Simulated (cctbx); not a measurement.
# Lattice, Laue class and space group of a new crystal

Cell: a = 11.8490 Å, b = 11.8490 Å, c = 8.0940 Å, α = 90.00°, β = 90.00°, γ = 90.00°. Expected content of the cell: Bi8 Tl2 Cl26.

The data are simulated with cctbx, not measured: Cu Kα, λ = 1.54184 Å, to d = 0.83 Å, 95 % of the full sphere, strongest reflection 40000 counts, noise from counting, a 4 % proportional error and a noise floor of 8 counts (s.d.); no absorption, some extinction.

Tests on the unmerged data give:

```text
7918 reflections to d = 0.831 A
centring   violations  <I/sigma> of those
    A       1793 of  3965      8.5
    B       1781 of  3943      8.5
    C       1808 of  3992      8.4
    I          1 of  3983      0.0
    R       2372 of  5252      8.5
    F       2691 of  5950      8.5
Laue class    unique    Rint  (classes that these axes allow; Friedel mates merged)
I 1 2/m 1        1091   0.512
I 1 1 2/m        1116   0.030
I 2/m 1 1        1091   0.513
I m m m           616   0.516
I 4/m             560   0.033
I 4/m m m         330   0.516
space group    extra absences  I>4sigma  <I/sigma>
I 4                     0          0         -  acentric
I -4                    0          0         -  acentric
I 4/m                   0          0         -  centric
Wilson B = 0.40 A^2   <|E^2-1|> = 0.866 (0.968 centric, 0.736 acentric)   E^2>4: 3.3 %
shell (A)         n   <I/sigma>
 8.38 - 1.66     77     43.5
 1.66 - 1.32     68     42.7
 1.32 - 1.15     70     48.2
 1.15 - 1.05     69     41.7
 1.05 - 0.97     75     39.2
 0.97 - 0.92     61     40.3
 0.92 - 0.87     68     36.4
 0.87 - 0.83     72     40.8
```

Q: Read the symmetry from these tables.

The reflections that I centring forbids are absent (⟨I/σ⟩ near 0), so the lattice is I.

Rint stays low (0.030 to 0.033) up to I 4/m and is 0.512 or more in the other classes.

3 settings pass the absence test. No glide or screw absences show, which leaves I 4, I -4 and I 4/m.

⟨|E²−1|⟩ = 0.866 lies between the two ideal values. The Wilson B of 0.40 Å² means U ≈ 0.0051 Å².

The true group is I4/m (no. 87), Laue class 4/m, centrosymmetric. The tables only narrow the choice to the tied entries; cell content, site symmetry and trial solutions must settle it.

The model is made up (kin elements in a known structure type, no relaxation), so it says nothing on whether the phase exists.

[Logs are printed without paths, hosts, clocks, repeated set-up lines and the standing remarks that a program may print on its own settings, such as how far it seeks lower states.]
